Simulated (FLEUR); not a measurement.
# Magnetic state of Cobalt from several starts, part 2 of 3

A self-consistent run ends on one state, which hangs on the start. Several orders of Cobalt are started in FLEUR and their energies compared.

FLEUR MaX-R8.1; PBE; all-electron FLAPW, Dirac cores, scalar-relativistic bands.

So far, largest spin moment in the muffin-tin sphere (μB): step 2 (order 1, typed as ferro ++) 1.68; step 3 (antiferromagnetic, start moments [2.0, -2.0] μB) 1.04.

## Step 4: Run 3 (antiferro q=(0,1/2,0) +-+-)

An opposed order shows whether neighbours prefer unlike signs.

The cell is doubled to 4 atoms to hold this order. The mesh is halved along the doubled vector, so that both cells sample the same points. The k list default-1 (kpts.xml, not shown) is a Γ-centred 14×7×8 mesh.

File inp.xml:

```
<?xml version="1.0" encoding="UTF-8" standalone="no"?>
<fleurInput fleurInputVersion="0.39">
   <comment>
      Co
   </comment>
   <calculationSetup>
      <cutoffs Kmax="3.6" Gmax="10.8" GmaxXC="10.8" numbands="0"/>
      <scfLoop itmax="90" minDistance="0.00002" maxIterBroyd="15" imix="Anderson" alpha="0.05" precondParam="0.0" spinf="2.0" sdNocoIR="T"/>
      <coreElectrons ctail="T" frcor="F" kcrel="0" coretail_lmax="0"/>
      <xcFunctional name="pbe" relativisticCorrections="F"/>
      <magnetism jspins="2"/>
      <soc l_soc="F" theta="0.0" phi="0.0" spav="F"/>
      <expertModes spex="0" secvar="F"/>
      <geometryOptimization l_f="F" forcealpha="1.0" forcemix="BFGS" epsdisp="0.00001" epsforce="0.00001"/>
      <ldaU l_linMix="F" mixParam="0.05" spinf="1.0"/>
   </calculationSetup>
   <cell>
      <bzIntegration valenceElectrons="68.0" mode="hist" fermiSmearingEnergy="0.00183747">
         <kPointListSelection listName="default-1"/>
         <xi:include xmlns:xi="http://www.w3.org/2001/XInclude" href="kpts.xml"> </xi:include>
      </bzIntegration>
      <xi:include xmlns:xi="http://www.w3.org/2001/XInclude" href="sym.xml"> </xi:include>
      <bulkLattice scale="1.0">
         <bravaisMatrix>
            <row-1>    4.7382992848220402     0.0000000000000000     0.0000000000000000</row-1>
            <row-2>   -4.7382992848220402     8.2069751025934714     0.0000000000000000</row-2>
            <row-3>    0.0000000000000000     0.0000000000000000     7.6909963545095392</row-3>
         </bravaisMatrix>
      </bulkLattice>
   </cell>
   <atomSpecies>
      <species name="Cobalt (Co2.000" element="Co" atomicNumber="27">
         <mtSphere radius="2.3" gridPoints="761" logIncrement="0.016"/>
         <atomicCutoffs lmax="8" lnonsphr="6"/>
         <electronConfig flipSpins="F">
            <coreConfig>(1s1/2) (2s1/2) (2p1/2) (2p3/2)</coreConfig>
            <valenceConfig>(3s1/2) (3p1/2) (3p3/2) (4s1/2) (3d3/2) (3d5/2)</valenceConfig>
            <stateOccupation state="(3d3/2)" spinUp="1.5" spinDown="1.3"/>
            <stateOccupation state="(3d5/2)" spinUp="3.0" spinDown="1.2"/>
         </electronConfig>
         <energyParameters s="4" p="4" d="3" f="4"/>
         <lo type="SCLO" l="0" n="3" eDeriv="0"/>
         <lo type="SCLO" l="1" n="3" eDeriv="0"/>
      </species>
      <species name="Cobalt (Co-2.000" element="Co" atomicNumber="27">
         <mtSphere radius="2.3" gridPoints="761" logIncrement="0.016"/>
         <atomicCutoffs lmax="8" lnonsphr="6"/>
         <electronConfig flipSpins="F">
            <coreConfig>(1s1/2) (2s1/2) (2p1/2) (2p3/2)</coreConfig>
            <valenceConfig>(3s1/2) (3p1/2) (3p3/2) (4s1/2) (3d3/2) (3d5/2)</valenceConfig>
            <stateOccupation state="(3d3/2)" spinUp="1.3" spinDown="1.5"/>
            <stateOccupation state="(3d5/2)" spinUp="1.2" spinDown="3.0"/>
         </electronConfig>
         <energyParameters s="4" p="4" d="3" f="4"/>
         <lo type="SCLO" l="0" n="3" eDeriv="0"/>
         <lo type="SCLO" l="1" n="3" eDeriv="0"/>
      </species>
   </atomSpecies>
   <atomGroups>
      <atomGroup species="Cobalt (Co2.000">
         <relPos label="                   1">1.000/3.000 1.000/12.000 1.000/4.000</relPos>
         <relPos label="                   3">-1.000/3.000 -1.000/12.000 -1.000/4.000</relPos>
         <force calculate="T" relaxXYZ="TTT"/>
      </atomGroup>
      <atomGroup species="Cobalt (Co-2.000">
         <relPos label="                   2">1.000/3.000 -5.000/12.000 1.000/4.000</relPos>
         <relPos label="                   4">-1.000/3.000 5.000/12.000 -1.000/4.000</relPos>
         <force calculate="T" relaxXYZ="TTT"/>
      </atomGroup>
   </atomGroups>
   <output dos="F" band="F" slice="F">
      <bandDOS minEnergy="-.5*Htr" maxEnergy="0.5*Htr" sigma="0.015" storeEVData="T"/>
      <plotting iplot="0" polar="F">
         <plot TwoD="T" vec1="  1.0  0.0  0.0" vec2="  0.0  1.0  0.0" vec3="  0.0  0.0  1.0" zero="  0.0  0.0  0.0" file="plot"/>
      </plotting>
      <moessbauerParams electricFieldGradient="F" isomerShift="F" coreHyperfine="F" valenceHyperfine="F"/>
   </output>
</fleurInput>
```

File crystal.txt:

```
Co
&input film=F cartesian=F /
2.50740000000  0.00000000000  0.00000000000
-2.50740000000  4.34294419480  0.00000000000
0.00000000000  0.00000000000  4.06990000000
1.8897261246
1.0 1.0 1.0

4
27 0.33333333340  0.33333333340  0.25000000000 : 2.000
27 0.33333333335  0.83333333335  0.25000000000 : -2.000
27 0.66666666660  0.16666666660  0.75000000000 : 2.000
27 0.66666666665  0.66666666665  0.75000000000 : -2.000

&kpt div1=14 div2=7 div3=8 gamma=T /
```

Started as:

```sh
$ OMP_NUM_THREADS=1 inpgen -f crystal.txt > inpgen.log  # inp.xml is then edited as shown
$ OMP_NUM_THREADS=1 mpirun -n 4 fleur_MPI > fleur.log
```

The program printed:

```text
[banner, memory and clock lines left out]
Welcome to FLEUR        (www.flapw.de)
      MaX-Release 8.1          (www.max-centre.eu)

 ========== k-point set info ==========
 Selected k-point list: default-1
 k-point list type: mesh
 0 x 0 x 0
 Number of k points: 252

 [... set-up left out ...]
 Iteration:     1   Distance:      12.40592642 me/bohr^3
 Iteration:     2   Distance:      12.02005134 me/bohr^3
 Iteration:     3   Distance:       9.86525880 me/bohr^3
 Iteration:     4   Distance:       4.21219384 me/bohr^3
 Iteration:     5   Distance:       3.63241366 me/bohr^3
[...]
<sumOfEigenvalues value="    -3209.5967170162">
               <coreElectrons value="-3150.5815761831"/>
               <valenceElectrons value="-59.0151408332"/>
            </sumOfEigenvalues>
         [... left out ...]
            <freeEnergy value="-5573.8751847327"/>
            <extrapolationTo0K value="-5573.8738269625"/>
         </totalEnergy>
         <densityConvergence units="me/bohr^3">
            <chargeDensity spin="1" distance="0.0000122495"/>
            <chargeDensity spin="2" distance="0.0000068665"/>
            <overallChargeDensity distance="0.0000143340"/>
            <spinDensity distance="0.0000137453"/>
         </densityConvergence>
      </iteration>
```

The job ended after 3.5 min (4 MPI ranks of Intel Xeon Platinum 8488C (Sapphire Rapids), shared host; peak memory 0.4 GiB; 14 min of CPU time).

Spin moment in the muffin-tin sphere by atom:

```csv
atom,spin moment in the muffin-tin sphere (μB)
Co1,1.22
Co2,-1.22
Co3,1.22
Co4,-1.22
```

Read from the output:

```yaml
free_energy: -151672.8705 eV
program_s_band_gap_on_this_mesh_in_a_metal_only_a_level_spacing: 2.19e-4 eV
magnetization: 0 μB
final_state: antiferromagnetic
```

It lies 199 meV a seeded atom over the first start, and its largest moment is 1.22 μB against 1.68 μB.

## Step 5: Run 4 (antiferro q=(0,0,1/2) +-+-)

Reversing part of the moments tests the sign of the couplings between them.

The cell is doubled to 4 atoms to hold this order. The mesh is halved along the doubled vector, so that both cells sample the same points. The k list default-1 (kpts.xml, not shown) is a Γ-centred 14×14×4 mesh.

inp.xml, as its differences from that of step 4:

```diff
@@ -24,5 +24,5 @@
          <bravaisMatrix>
-            <row-1>    4.7382992848220402     0.0000000000000000     0.0000000000000000</row-1>
-            <row-2>   -4.7382992848220402     8.2069751025934714     0.0000000000000000</row-2>
-            <row-3>    0.0000000000000000     0.0000000000000000     7.6909963545095392</row-3>
+            <row-1>    4.7382992847653478     0.0000000000188973     0.0000000000000000</row-1>
+            <row-2>   -2.3691496423921228     4.1034875513345304     0.0000000000000000</row-2>
+            <row-3>    0.0000000000000000     0.0000000000000000    15.3819927090190784</row-3>
          </bravaisMatrix>
@@ -60,4 +60,4 @@
       <atomGroup species="Cobalt (Co2.000">
-         <relPos label="                   1">1.000/3.000 1.000/12.000 1.000/4.000</relPos>
-         <relPos label="                   3">-1.000/3.000 -1.000/12.000 -1.000/4.000</relPos>
+         <relPos label="                   1">1.000/3.000 -1.000/3.000 -1.000/8.000</relPos>
+         <relPos label="                   3">-1.000/3.000 1.000/3.000 1.000/8.000</relPos>
          <force calculate="T" relaxXYZ="TTT"/>
@@ -65,4 +65,4 @@
       <atomGroup species="Cobalt (Co-2.000">
-         <relPos label="                   2">1.000/3.000 -5.000/12.000 1.000/4.000</relPos>
-         <relPos label="                   4">-1.000/3.000 5.000/12.000 -1.000/4.000</relPos>
+         <relPos label="                   2">1.000/3.000 -1.000/3.000 3.000/8.000</relPos>
+         <relPos label="                   4">-1.000/3.000 1.000/3.000 -3.000/8.000</relPos>
          <force calculate="T" relaxXYZ="TTT"/>
```

File crystal.txt:

```
Co
&input film=F cartesian=F /
2.50739999997  0.00000000001  0.00000000000
-1.25369999999  2.17147209742  0.00000000000
0.00000000000  0.00000000000  8.13980000000
1.8897261246
1.0 1.0 1.0

4
27 0.33333333333  0.66666666667  0.12500000000 : 2.000
27 0.33333333333  0.66666666667  0.62500000000 : -2.000
27 0.66666666667  0.33333333333  0.37500000000 : 2.000
27 0.66666666667  0.33333333333  0.87500000000 : -2.000

&kpt div1=14 div2=14 div3=4 gamma=T /
```

The program printed:

```text
[banner, memory and clock lines left out]
Welcome to FLEUR        (www.flapw.de)
      MaX-Release 8.1          (www.max-centre.eu)

 ========== k-point set info ==========
 Selected k-point list: default-1
 k-point list type: mesh
 14 x 14 x 4
 Number of k points: 88

 [... set-up left out ...]
 Iteration:     1   Distance:       9.75697724 me/bohr^3
 Iteration:     2   Distance:       8.23877350 me/bohr^3
 Iteration:     3   Distance:       6.31676289 me/bohr^3
 Iteration:     4   Distance:       1.44480179 me/bohr^3
 Iteration:     5   Distance:       1.56442267 me/bohr^3
[...]
<sumOfEigenvalues value="    -3209.5205878328">
               <coreElectrons value="-3150.5133245647"/>
               <valenceElectrons value="-59.0072632681"/>
            </sumOfEigenvalues>
         [... left out ...]
            <freeEnergy value="-5573.8868770012"/>
            <extrapolationTo0K value="-5573.8862206191"/>
         </totalEnergy>
         <densityConvergence units="me/bohr^3">
            <chargeDensity spin="1" distance="0.0000086007"/>
            <chargeDensity spin="2" distance="0.0000065229"/>
            <overallChargeDensity distance="0.0000093311"/>
            <spinDensity distance="0.0000120819"/>
         </densityConvergence>
      </iteration>
```

The job ended after 40 s (4 MPI ranks; peak memory 0.28 GiB).

Numbers from this step:

```
free energy                                                       : -151673.1887 eV
program's band gap on this mesh (in a metal only a level spacing) : 0.008696 eV
magnetization                                                     : 0 μB
final state                                                       : antiferromagnetic
largest moment                                                    : 1.540 μB
```

It lies 119 meV a seeded atom over the first start, and its largest moment is 1.54 μB against 1.68 μB.

## Step 6: Run 5 (antiferro q=(0,1/2,0) +--+)

Reversing part of the moments tests the sign of the couplings between them.

The cell is doubled to 4 atoms to hold this order. The mesh is halved along the doubled vector, so that both cells sample the same points. The k list default-1 (kpts.xml, not shown) is a Γ-centred 14×7×8 mesh.

inp.xml, as its differences from that of step 5:

```diff
@@ -24,5 +24,5 @@
          <bravaisMatrix>
-            <row-1>    4.7382992847653478     0.0000000000188973     0.0000000000000000</row-1>
-            <row-2>   -2.3691496423921228     4.1034875513345304     0.0000000000000000</row-2>
-            <row-3>    0.0000000000000000     0.0000000000000000    15.3819927090190784</row-3>
+            <row-1>    4.7382992848220402     0.0000000000000000     0.0000000000000000</row-1>
+            <row-2>   -4.7382992848220402     8.2069751025934714     0.0000000000000000</row-2>
+            <row-3>    0.0000000000000000     0.0000000000000000     7.6909963545095392</row-3>
          </bravaisMatrix>
@@ -60,4 +60,4 @@
       <atomGroup species="Cobalt (Co2.000">
-         <relPos label="                   1">1.000/3.000 -1.000/3.000 -1.000/8.000</relPos>
-         <relPos label="                   3">-1.000/3.000 1.000/3.000 1.000/8.000</relPos>
+         <relPos label="                   1">1.000/3.000 1.000/3.000 1.000/4.000</relPos>
+         <relPos label="                   4">-1.000/3.000 -1.000/3.000 -1.000/4.000</relPos>
          <force calculate="T" relaxXYZ="TTT"/>
@@ -65,4 +65,4 @@
       <atomGroup species="Cobalt (Co-2.000">
-         <relPos label="                   2">1.000/3.000 -1.000/3.000 3.000/8.000</relPos>
-         <relPos label="                   4">-1.000/3.000 1.000/3.000 -3.000/8.000</relPos>
+         <relPos label="                   2">1.000/3.000 -1.000/6.000 1.000/4.000</relPos>
+         <relPos label="                   3">-1.000/3.000 1.000/6.000 -1.000/4.000</relPos>
          <force calculate="T" relaxXYZ="TTT"/>
```

File crystal.txt:

```
Co
&input film=F cartesian=F /
2.50740000000  0.00000000000  0.00000000000
-2.50740000000  4.34294419480  0.00000000000
0.00000000000  0.00000000000  4.06990000000
1.8897261246
1.0 1.0 1.0

4
27 0.33333333340  0.33333333340  0.25000000000 : 2.000
27 0.33333333335  0.83333333335  0.25000000000 : -2.000
27 0.66666666665  0.16666666665  0.75000000000 : -2.000
27 0.66666666660  0.66666666660  0.75000000000 : 2.000

&kpt div1=14 div2=7 div3=8 gamma=T /
```

The program printed:

```text
[banner, memory and clock lines left out]
Welcome to FLEUR        (www.flapw.de)
      MaX-Release 8.1          (www.max-centre.eu)

 ========== k-point set info ==========
 Selected k-point list: default-1
 k-point list type: mesh
 0 x 0 x 0
 Number of k points: 252

 [... set-up left out ...]
 Iteration:     1   Distance:      15.66371413 me/bohr^3
 Iteration:     2   Distance:      15.16656791 me/bohr^3
 Iteration:     3   Distance:      11.89893256 me/bohr^3
 Iteration:     4   Distance:       4.56184744 me/bohr^3
 Iteration:     5   Distance:       4.45351039 me/bohr^3
[...]
<sumOfEigenvalues value="    -3209.6428254712">
               <coreElectrons value="-3150.6293891500"/>
               <valenceElectrons value="-59.0134363212"/>
            </sumOfEigenvalues>
         [... left out ...]
            <freeEnergy value="-5573.8687516549"/>
            <extrapolationTo0K value="-5573.8669266259"/>
         </totalEnergy>
         <densityConvergence units="me/bohr^3">
            <chargeDensity spin="1" distance="0.0000091756"/>
            <chargeDensity spin="2" distance="0.0000094065"/>
            <overallChargeDensity distance="0.0000047508"/>
            <spinDensity distance="0.0000179660"/>
         </densityConvergence>
      </iteration>
```

The job ended after 8 min (4 MPI ranks; peak memory 0.39 GiB; 32 min of CPU time).

This step gave:

```yaml
free_energy: -151672.6955 eV
program_s_band_gap_on_this_mesh_in_a_metal_only_a_level_spacing: 1.29e-6 eV
magnetization: 0 μB
final_state: antiferromagnetic
largest_moment: 0.8616 μB
```

It lies 243 meV a seeded atom over the first start, and its largest moment is 0.862 μB against 1.68 μB.

[end of part 2 of 3]

[Logs and program files are shortened in this print: banners, set-up blocks, solver, clock and traceback lines can be left out without a mark of their own.]

[Logs are printed without paths, hosts, clocks, repeated set-up lines and the standing remarks that a program may print on its own settings, such as how far it seeks lower states.]

[Hosts, paths, dates, database ids (printed as entryN), source tags and the programs' standing remarks are cut or masked in the printed files.]

[Where a cell is said to come from a database of computed structures, the database is the Materials Project.]
